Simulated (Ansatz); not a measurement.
## Dielectric response of KBr (001) films

How well do thin rocksalt KBr (001) films screen a perpendicular field?

Program: Ansatz 0.2.0. Level of theory: plane-wave DFT, PBE, Ansatz PAW, in the first sound run; inputs show where later runs differ. Values are calculated unless marked as measured.

The raw output is cut from this account; settings, times and results stay.

## 1. The system as given

The cell holds 6 atoms: 3 K and 3 Br. Its edges and angles: a = 4.667 Å, b = 4.667 Å, c = 24.600 Å, α = 90.0°, β = 90.0°, γ = 90.0°. It derives from KBr (rocksalt KBr). Vacuum lies along c.

## 2. Relaxing the film, 6 atoms, units 3

The structure is relaxed first, because levels and dipoles at a surface follow the positions of the outer atoms.

input.yaml reads:

```yaml
crystal:
  lattice:
    - [4.66690476, 0.0, 0.0]
    - [0.0, 4.66690476, 0.0]
    - [0.0, 0.0, 24.6]
  atoms:
    - { symbol: K, position: [0.5, 0.5, 0.3658536585] }
    - { symbol: Br, position: [0.0, 0.0, 0.3658536585] }
    - { symbol: K, position: [0.0, 0.0, 0.5] }
    - { symbol: Br, position: [0.5, 0.5, 0.5] }
    - { symbol: K, position: [0.5, 0.5, 0.6341463415] }
    - { symbol: Br, position: [0.0, 0.0, 0.6341463415] }
kpoints:
  mp_grid: { grid: [6, 6, 1] }
hamiltonian:
  xc: pbe
scf:
  occupations: { method: fixed }
  convergence: { dr2_threshold: 1.0e-09 }
efield:
  axis: 3
  dipole_correction: true
  ramp_position: 0.97
  ramp_width: 0.06
relax:
  f_tol: 0.003
  max_steps: 100
output:
  write_potential: true
  write_density: true
  volumetric_format: npy
```

On the command line:

```
$ ansatz run input.yaml --threads 4 --pin off --max-ram 8192MiB --backend cpu --events-out ev --progress --plain --runs-dir out
```

It took 9.9 s on 4 threads of Arm Neoverse V2, shared host; peak memory 0.76 GiB.

Relaxation path:

```csv
step,energy less that of the first step (eV),largest force component (eV/Å)
1,0.0000,0.1041
2,-0.0066,0.0340
3,-0.0079,0.0031
4,-0.0079,0.0002
```

Forces are held to the 8 operations that the program found; a distortion that breaks them can't arise in this run.

The atoms that moved most (Å):

```csv
atom,dx,dy,dz,length
Br2,0.000,0.000,-0.084,0.084
Br6,0.000,0.000,0.084,0.084
K5,0.000,0.000,0.018,0.018
K1,0.000,0.000,-0.018,0.018
```

Final coordinates:

```xyz
6
Lattice="4.6669 0.0000 0.0000 0.0000 4.6669 0.0000 0.0000 0.0000 24.6000" Properties=species:S:1:pos:R:3
K     2.3335    2.3335    8.9821
Br    0.0000    0.0000    8.9158
K     0.0000    0.0000   12.3000
Br    2.3335    2.3335   12.3000
K     2.3335    2.3335   15.6179
Br    0.0000    0.0000   15.6842
```

Numbers from this step:

```
gap on the k-mesh             : 4.387 eV
dipole along the normal       : 6.09e-7 e·Å
ionisation energy, upper face : 5.989 eV
electron affinity, upper face : 1.602 eV
```

Running mean over 3.3 Å of the planar mean; the ramp of the sawtooth is left out. Table of electron's electrostatic potential energy less the highest filled level by z:

```csv
z (Å),electron's electrostatic potential energy less the highest filled level (eV)
4,5.99
5,5.98
6,5.90
7,4.45
8,1.21
9,0.755
10,0.840
11,0.893
12,0.721
13,0.744
14,0.949
15,0.763
16,0.803
17,2.20
18,5.48
19,5.96
20,5.99
21,5.99
```

The relaxation took 4 steps and lowered the energy by 0.0079 eV; the largest force on the free atoms ends at 1.6e-4 eV/Å.

The gap is 4.39 eV, with the valence edge 5.99 eV and the conduction edge 1.60 eV under the upper vacuum level.

## 3. The relaxed film, single point, 6 atoms, units 3

The film was relaxed beforehand; a single point on the relaxed positions gives its levels and potential.

input.yaml, the sections that differ from step 2:

```yaml
crystal:
  lattice:
    - [4.66690476, 0.0, 0.0]
    - [0.0, 4.66690476, 0.0]
    - [0.0, 0.0, 24.6]
  atoms:
    - { symbol: K, position: [0.5, 0.5, 0.3651266335] }
    - { symbol: Br, position: [0.0, 0.0, 0.362432242] }
    - { symbol: K, position: [0.0, 0.0, 0.5000000017] }
    - { symbol: Br, position: [0.5, 0.5, 0.4999999988] }
    - { symbol: K, position: [0.5, 0.5, 0.6348733692] }
    - { symbol: Br, position: [0.0, 0.0, 0.6375677547] }
output:
  eigenvalues: true
  write_potential: true
  write_density: true
  volumetric_format: npy
# kpoints, hamiltonian, scf, efield: as in step 2
# relax: removed
```

Run time: 4.5 s. Hardware: 4 threads; peak memory 0.76 GiB.

Numbers from this step:

```
dipole along the normal : 2.16e-9 e·Å
```

Running mean over 3.3 Å of the planar mean; the ramp of the sawtooth is left out. Electron's electrostatic potential energy less the highest filled level against z:

```csv
z (Å),electron's electrostatic potential energy less the highest filled level (eV)
3.5,5.99
4.0,5.99
4.5,5.99
5.0,5.98
5.5,5.97
6.0,5.90
6.5,5.61
7.0,4.45
7.5,2.55
8.0,1.21
8.5,0.830
9.0,0.755
9.5,0.757
10.0,0.840
10.5,0.946
11.0,0.893
11.5,0.756
12.0,0.720
12.5,0.718
13.0,0.744
13.5,0.864
14.0,0.949
14.5,0.870
15.0,0.763
15.5,0.751
16.0,0.803
16.5,1.07
17.0,2.20
17.5,4.10
18.0,5.48
18.5,5.87
19.0,5.96
19.5,5.98
20.0,5.99
20.5,5.99
21.0,5.99
21.5,5.99
```

The gap is 4.39 eV, with the valence edge 5.99 eV and the conduction edge 1.60 eV under the upper vacuum level.

## 4. Atoms held, 6 atoms, units 3, field 0.05 V/Å

A sawtooth potential applies the field, turning back in the middle of the vacuum. With the dipole correction the typed value is the field outside the slab. The induced dipole is small, so the SCF threshold is tight.

input.yaml: that of step 3 with these lines changed.

```diff
@@ -18,3 +18,3 @@
   occupations: { method: fixed }
-  convergence: { dr2_threshold: 1.0e-09 }
+  convergence: { dr2_threshold: 1.0e-10 }
 efield:
@@ -24,4 +24,4 @@
   ramp_width: 0.06
+  amplitude: 0.05
 output:
-  eigenvalues: true
   write_potential: true
```

The job ended after 4.2 s (4 threads; peak memory 0.75 GiB).

Read from the output:

| Quantity | Value |
| --- | --- |
| gap on the k-mesh | 4.326 eV |
| dipole along the normal | 0.03786 e·Å |

The dipole is 0.0379 e·Å, and the gap on the mesh 4.326 eV.

## 5. Atoms held, 6 atoms, units 3, field -0.05 V/Å

input.yaml: that of step 4 with these lines changed.

```diff
@@ -24,3 +24,3 @@
   ramp_width: 0.06
-  amplitude: 0.05
+  amplitude: -0.05
 output:
```

Run time: 4.3 s. Hardware: 4 threads; peak memory 0.76 GiB; 16 s of CPU time.

The dipole is -0.0379 e·Å, and the gap on the mesh 4.326 eV.

## 6. Response with the atoms held, 6 atoms, units 3

This step: plane-wave DFT, PBE, Ansatz PAW; response to a field along the normal, atoms held (Ansatz 0.2.0).

The two fields give this film's response with the atoms held: the electronic part.

This step gave:

| Item | Value |
| --- | --- |
| equivalent conductor thickness p/(ε₀AE) | 6.291 Å |
| distance between the outer atoms | 6.768 Å |
| thickness | 9.9 Å |

Local field over the applied field, running mean. From the potentials at -0.05 and 0.05 V/Å; running mean over 3.3 Å, taken twice. Local field over applied field against z:

```csv
z (Å),local field over applied field
4.0,0.989
4.5,0.986
5.0,0.966
5.5,0.931
6.0,0.878
6.5,0.806
7.0,0.723
7.5,0.637
8.0,0.556
8.5,0.488
9.0,0.439
9.5,0.408
10.0,0.394
10.5,0.390
11.0,0.391
11.5,0.392
12.0,0.393
12.5,0.393
13.0,0.392
13.5,0.391
14.0,0.390
14.5,0.393
15.0,0.404
15.5,0.431
16.0,0.477
16.5,0.541
17.0,0.620
17.5,0.706
18.0,0.790
18.5,0.865
19.0,0.922
19.5,0.961
20.0,0.983
20.5,0.993
```

Electrons, planar mean, per unit field. Induced electron density against z:

```csv
z (Å),induced electron density (e/Å³ per V/Å)
4.0,2.9e-6
4.5,9.0e-6
5.0,2.7e-5
5.5,7.9e-5
6.0,2.1e-4
6.5,5.5e-4
7.0,0.00126
7.5,0.00247
8.0,0.00317
8.5,0.00151
9.0,-3.0e-5
9.5,-0.00207
10.0,-0.00265
10.5,-6.5e-4
11.0,0.00166
11.5,0.00278
12.0,9.0e-4
12.5,-5.2e-4
13.0,-0.00262
13.5,-0.00206
14.0,1.8e-4
14.5,0.00235
15.0,0.00250
15.5,2.7e-4
16.0,-0.00106
16.5,-0.00304
17.0,-0.00271
17.5,-0.00147
18.0,-6.5e-4
18.5,-2.6e-4
19.0,-9.7e-5
19.5,-3.4e-5
20.0,-1.1e-5
20.5,-3.6e-6
```

By hand: between -0.05 and 0.05 V/Å the dipole changes by 0.07572 e·Å, a slope of 0.7572 e·Å²/V. A perfect conductor of thickness t has p = ε₀AEt, so t = 180.95 × 0.7572 / 21.780 = 6.29 Å (e/ε₀ = 180.95 V·Å, A in Å²).

The induced dipole is that of a conductor 6.29 Å thick.

## 7. Relaxing in the field, 6 atoms, field 0.05 V/Å

This step: plane-wave DFT, PBE, Ansatz PAW (Ansatz 0.2.0).

Now the atoms may follow the field. A weak field makes forces of meV/Å to tens of meV/Å, so the force tolerance is set well below the usual one.

input.yaml: that of step 5 with these lines changed.

```diff
@@ -24,3 +24,6 @@
   ramp_width: 0.06
-  amplitude: -0.05
+  amplitude: 0.05
+relax:
+  f_tol: 0.0006
+  max_steps: 70
 output:
```

Wall time 9.8 s (4 threads); peak memory 0.74 GiB; 37 s of CPU time.

Step by step:

```csv
step,energy less that of the first step (eV),largest force component (eV/Å)
1,0.0000,0.0222
2,-0.0004,0.0101
3,-0.0005,0.0009
4,-0.0005,0.0002
```

The run keeps the 8 symmetry operations that the program found, so distortions that break them were not tested.

The atoms that moved most (Å):

```csv
atom,dx,dy,dz,length
Br2,0.000,0.000,-0.011,0.011
K5,0.000,0.000,0.010,0.010
Br6,0.000,0.000,-0.010,0.010
K1,0.000,0.000,0.009,0.009
```

The relaxed structure:

```xyz
6
Lattice="4.6669 0.0000 0.0000 0.0000 4.6669 0.0000 0.0000 0.0000 24.6000" Properties=species:S:1:pos:R:3
K     2.3335    2.3335    8.9911
Br    0.0000    0.0000    8.9049
K     0.0000    0.0000   12.3031
Br    2.3335    2.3335   12.2985
K     2.3335    2.3335   15.6279
Br    0.0000    0.0000   15.6744
```

Numbers from this step:

| Item | Value |
| --- | --- |
| gap on the k-mesh | 4.376 eV |
| dipole along the normal | 0.05725 e·Å |

The relaxation took 4 steps and lowered the energy by 4.8e-4 eV; the largest force on the free atoms ends at 1.9e-4 eV/Å.

The dipole is 0.0573 e·Å, and the gap on the mesh 4.376 eV.

## 8. Field on, atoms free, 6 atoms, field -0.05 V/Å

The opposite sign, again from the field-free geometry; the difference of the two cancels what relaxes without a field.

input.yaml: that of step 7 with these lines changed.

```diff
@@ -24,3 +24,3 @@
   ramp_width: 0.06
-  amplitude: 0.05
+  amplitude: -0.05
 relax:
```

Wall time 9.8 s (4 threads); peak memory 0.73 GiB.

The steps of the relaxation:

```csv
step,energy less that of the first step (eV),largest force component (eV/Å)
1,0.0000,0.0222
2,-0.0004,0.0101
3,-0.0005,0.0009
4,-0.0005,0.0002
```

Forces are held to the 8 operations that the program found; a distortion that breaks them can't arise in this run.

The atoms that moved most (Å):

```csv
atom,dx,dy,dz,length
Br6,0.000,0.000,0.011,0.011
K1,0.000,0.000,-0.010,0.010
Br2,0.000,0.000,0.010,0.010
K5,0.000,0.000,-0.009,0.009
```

The relaxed structure:

```xyz
6
Lattice="4.6669 0.0000 0.0000 0.0000 4.6669 0.0000 0.0000 0.0000 24.6000" Properties=species:S:1:pos:R:3
K     2.3335    2.3335    8.9721
Br    0.0000    0.0000    8.9256
K     0.0000    0.0000   12.2969
Br    2.3335    2.3335   12.3015
K     2.3335    2.3335   15.6089
Br    0.0000    0.0000   15.6951
```

The relaxation took 4 steps and lowered the energy by 4.8e-4 eV; the largest force on the free atoms ends at 1.9e-4 eV/Å.

The dipole is -0.0573 e·Å, and the gap on the mesh 4.376 eV.

## 9. Response with the atoms relaxed, 6 atoms, units 3

This step: plane-wave DFT, PBE, Ansatz PAW; response to a field along the normal, atoms relaxed (Ansatz 0.2.0).

The two relaxed runs give the static response.

Numbers from this step:

| Item | Value |
| --- | --- |
| equivalent conductor thickness p/(ε₀AE) | 9.514 Å |
| distance between the outer atoms | 6.769 Å |

Local field over the applied field, running mean. From the potentials at -0.05 and 0.05 V/Å; running mean over 3.3 Å, taken twice. The local field over applied field by z:

```csv
z (Å),local field over applied field
4.0,0.987
4.5,0.973
5.0,0.911
5.5,0.824
6.0,0.757
6.5,0.678
7.0,0.544
7.5,0.402
8.0,0.291
8.5,0.271
9.0,0.224
9.5,0.118
10.0,0.0804
10.5,0.112
11.0,0.152
11.5,0.159
12.0,0.0962
12.5,0.0874
13.0,0.149
13.5,0.158
14.0,0.120
14.5,0.0843
15.0,0.0993
15.5,0.206
16.0,0.268
16.5,0.279
17.0,0.376
17.5,0.515
18.0,0.654
18.5,0.745
19.0,0.809
19.5,0.893
20.0,0.966
20.5,0.989
```

The induced dipole is that of a conductor 9.51 Å thick.

## 10. Relaxation, 10 atoms, units 5

This step: plane-wave DFT, PBE, Ansatz PAW (Ansatz 0.2.0).

System of this step: KBr (001), 5 units. The cell holds 10 atoms: 5 K and 5 Br. Cell: a = 4.667 Å, b = 4.667 Å, c = 31.200 Å, α = 90.0°, β = 90.0°, γ = 90.0°. It derives from KBr (rocksalt KBr). Vacuum lies along c.

The next thickness, treated alike, so that differences show the interior and the faces cancel.

input.yaml reads:

```yaml
crystal:
  lattice:
    - [4.66690476, 0.0, 0.0]
    - [0.0, 4.66690476, 0.0]
    - [0.0, 0.0, 31.2]
  atoms:
    - { symbol: K, position: [0.5, 0.5, 0.2884615385] }
    - { symbol: Br, position: [0.0, 0.0, 0.2884615385] }
    - { symbol: K, position: [0.0, 0.0, 0.3942307692] }
    - { symbol: Br, position: [0.5, 0.5, 0.3942307692] }
    - { symbol: K, position: [0.5, 0.5, 0.5] }
    - { symbol: Br, position: [0.0, 0.0, 0.5] }
    - { symbol: K, position: [0.0, 0.0, 0.6057692308] }
    - { symbol: Br, position: [0.5, 0.5, 0.6057692308] }
    - { symbol: K, position: [0.5, 0.5, 0.7115384615] }
    - { symbol: Br, position: [0.0, 0.0, 0.7115384615] }
kpoints:
  mp_grid: { grid: [6, 6, 1] }
hamiltonian:
  xc: pbe
scf:
  occupations: { method: fixed }
  convergence: { dr2_threshold: 1.0e-09 }
efield:
  axis: 3
  dipole_correction: true
  ramp_position: 0.97
  ramp_width: 0.06
relax:
  f_tol: 0.003
  max_steps: 100
output:
  write_potential: true
  write_density: true
  volumetric_format: npy
```

It took 22 s on 4 threads; peak memory 1.1 GiB.

Relaxation path:

```csv
step,energy less that of the first step (eV),largest force component (eV/Å)
1,0.0000,0.1027
2,-0.0118,0.0314
3,-0.0149,0.0034
4,-0.0150,0.0014
```

Forces are held to the 8 operations that the program found; a distortion that breaks them can't arise in this run.

The atoms that moved most (Å):

```csv
atom,dx,dy,dz,length
Br10,0.000,0.000,0.158,0.158
Br2,0.000,0.000,-0.158,0.158
K1,0.000,0.000,-0.084,0.084
K9,0.000,0.000,0.084,0.084
K3,0.000,0.000,-0.084,0.084
K7,0.000,0.000,0.084,0.084
Br8,0.000,0.000,0.062,0.062
Br4,0.000,0.000,-0.062,0.062
```

The relaxation took 4 steps and lowered the energy by 0.015 eV; the largest force on the free atoms ends at 0.0014 eV/Å.

The gap is 4.38 eV, with the valence edge 6.01 eV and the conduction edge 1.63 eV under the upper vacuum level.

## 11. Single point on the relaxed film, 10 atoms, units 5

input.yaml, the sections that differ from step 10:

```yaml
crystal:
  lattice:
    - [4.66690476, 0.0, 0.0]
    - [0.0, 4.66690476, 0.0]
    - [0.0, 0.0, 31.2]
  atoms:
    - { symbol: K, position: [0.5, 0.5, 0.2857636326] }
    - { symbol: Br, position: [0.0, 0.0, 0.2833923615] }
    - { symbol: K, position: [0.0, 0.0, 0.3915534568] }
    - { symbol: Br, position: [0.5, 0.5, 0.3922284649] }
    - { symbol: K, position: [0.5, 0.5, 0.4999999927] }
    - { symbol: Br, position: [0.0, 0.0, 0.5000000052] }
    - { symbol: K, position: [0.0, 0.0, 0.6084465282] }
    - { symbol: Br, position: [0.5, 0.5, 0.6077715524] }
    - { symbol: K, position: [0.5, 0.5, 0.7142363591] }
    - { symbol: Br, position: [0.0, 0.0, 0.7166076468] }
output:
  eigenvalues: true
  write_potential: true
  write_density: true
  volumetric_format: npy
  elf: true
# kpoints, hamiltonian, scf, efield: as in step 10
# relax: removed
```

It took 10 s on 4 threads; peak memory 1.1 GiB; 40 s of CPU time.

The gap is 4.38 eV, with the valence edge 6.01 eV and the conduction edge 1.63 eV under the upper vacuum level.

## 12. Single point, 10 atoms, units 5, field 0.05 V/Å

input.yaml: that of step 11 with these lines changed.

```diff
@@ -22,3 +22,3 @@
   occupations: { method: fixed }
-  convergence: { dr2_threshold: 1.0e-09 }
+  convergence: { dr2_threshold: 1.0e-10 }
 efield:
@@ -28,4 +28,4 @@
   ramp_width: 0.06
+  amplitude: 0.05
 output:
-  eigenvalues: true
   write_potential: true
@@ -33,2 +33 @@
   volumetric_format: npy
-  elf: true
```

Wall time 9.7 s (4 threads); peak memory 1.1 GiB.

The dipole is 0.0623 e·Å, and the gap on the mesh 4.214 eV.

## 13. Atoms held, 10 atoms, units 5, field -0.05 V/Å

input.yaml: that of step 12 with these lines changed.

```diff
@@ -28,3 +28,3 @@
   ramp_width: 0.06
-  amplitude: 0.05
+  amplitude: -0.05
 output:
```

Run time: 9.6 s. Hardware: 4 threads; peak memory 1.1 GiB.

The dipole is -0.0623 e·Å, and the gap on the mesh 4.214 eV.

## 14. Response with the atoms held, 10 atoms, units 5

This step: plane-wave DFT, PBE, Ansatz PAW; response to a field along the normal, atoms held (Ansatz 0.2.0).

Local field over the applied field, running mean. From the potentials at -0.05 and 0.05 V/Å; running mean over 3.3 Å, taken twice. Local field over applied field against z:

z (Å), local field over applied field and a bar from the least value:
```
      4.0      0.958 #############################
      4.5      0.984 ##############################
      5.0      0.963 #############################
      5.5      0.925 ###########################
      6.0      0.868 ########################
      6.5      0.795 ####################
      7.0      0.711 ################
      7.5      0.625 ############
      8.0      0.546 ########
      8.5      0.480 #####
      9.0      0.433 ##
      9.5      0.405 #
     10.0      0.393 
     10.5      0.390 
     11.0      0.391 
     11.5      0.393 
     12.0      0.394 
     12.5      0.396 
     13.0      0.397 
     13.5      0.397 
     14.0      0.397 
     14.5      0.397 
     15.0      0.397 
     15.5      0.396 
     16.0      0.396 
     16.5      0.397 
     17.0      0.397 
     17.5      0.397 
     18.0      0.397 
     18.5      0.396 
     19.0      0.395 
     19.5      0.393 
     20.0      0.392 
     20.5      0.390 
     21.0      0.391 
     21.5      0.399 
     22.0      0.420 #
     22.5      0.459 ###
     23.0      0.517 ######
     23.5      0.592 ##########
     24.0      0.677 ##############
     24.5      0.762 ###################
     25.0      0.841 #######################
     25.5      0.904 ##########################
     26.0      0.950 ############################
     26.5      0.977 ##############################
     27.0      0.986 ##############################
```

The induced dipole is that of a conductor 10.36 Å thick.

## 15. Field on, atoms free, 10 atoms, units 5, field 0.05 V/Å

This step: plane-wave DFT, PBE, Ansatz PAW (Ansatz 0.2.0).

The same pair of relaxations in the field for this thickness.

input.yaml: that of step 13 with these lines changed.

```diff
@@ -28,3 +28,6 @@
   ramp_width: 0.06
-  amplitude: -0.05
+  amplitude: 0.05
+relax:
+  f_tol: 0.0006
+  max_steps: 70
 output:
```

Elapsed: 21 s, on 4 threads; peak memory 1.1 GiB.

Step by step:

```csv
step,energy less that of the first step (eV),largest force component (eV/Å)
1,0.0000,0.0236
2,-0.0006,0.0085
3,-0.0007,0.0006
4,-0.0007,0.0002
```

The run keeps the 8 symmetry operations that the program found, so distortions that break them were not tested.

The atoms that moved most (Å):

```csv
atom,dx,dy,dz,length
Br2,0.000,0.000,-0.011,0.011
K9,0.000,0.000,0.010,0.010
Br10,0.000,0.000,-0.009,0.009
K1,0.000,0.000,0.008,0.008
K5,0.000,0.000,0.007,0.007
Br6,0.000,0.000,-0.006,0.006
```

The relaxed structure:

```xyz
10
Lattice="4.6669 0.0000 0.0000 0.0000 4.6669 0.0000 0.0000 0.0000 31.2000" Properties=species:S:1:pos:R:3
K     2.3335    2.3335    8.9237
Br    0.0000    0.0000    8.8311
K     0.0000    0.0000   12.2204
Br    2.3335    2.3335   12.2333
K     2.3335    2.3335   15.6065
Br    0.0000    0.0000   15.5938
K     0.0000    0.0000   18.9880
Br    2.3335    2.3335   18.9603
K     2.3335    2.3335   22.2938
Br    0.0000    0.0000   22.3492
```

The relaxation took 4 steps and lowered the energy by 7.1e-4 eV; the largest force on the free atoms ends at 1.6e-4 eV/Å.

The dipole is 0.0908 e·Å, and the gap on the mesh 4.334 eV.

(Continued in part 2 of 3.)

[Long decimals in the printed logs are rounded to 6 places.]

[Logs are printed without paths, hosts, clocks, repeated set-up lines and the standing remarks that a program may print on its own settings, such as how far it seeks lower states.]

[Hosts, paths, dates, database ids (printed as entryN), source tags and the programs' standing remarks are cut or masked in the printed files.]

[Maps of the electrostatic potential energy from Ansatz leave out the sawtooth potential of an applied field or a dipole correction, so their vacuum need not be flat; planar profiles and work functions include it.]
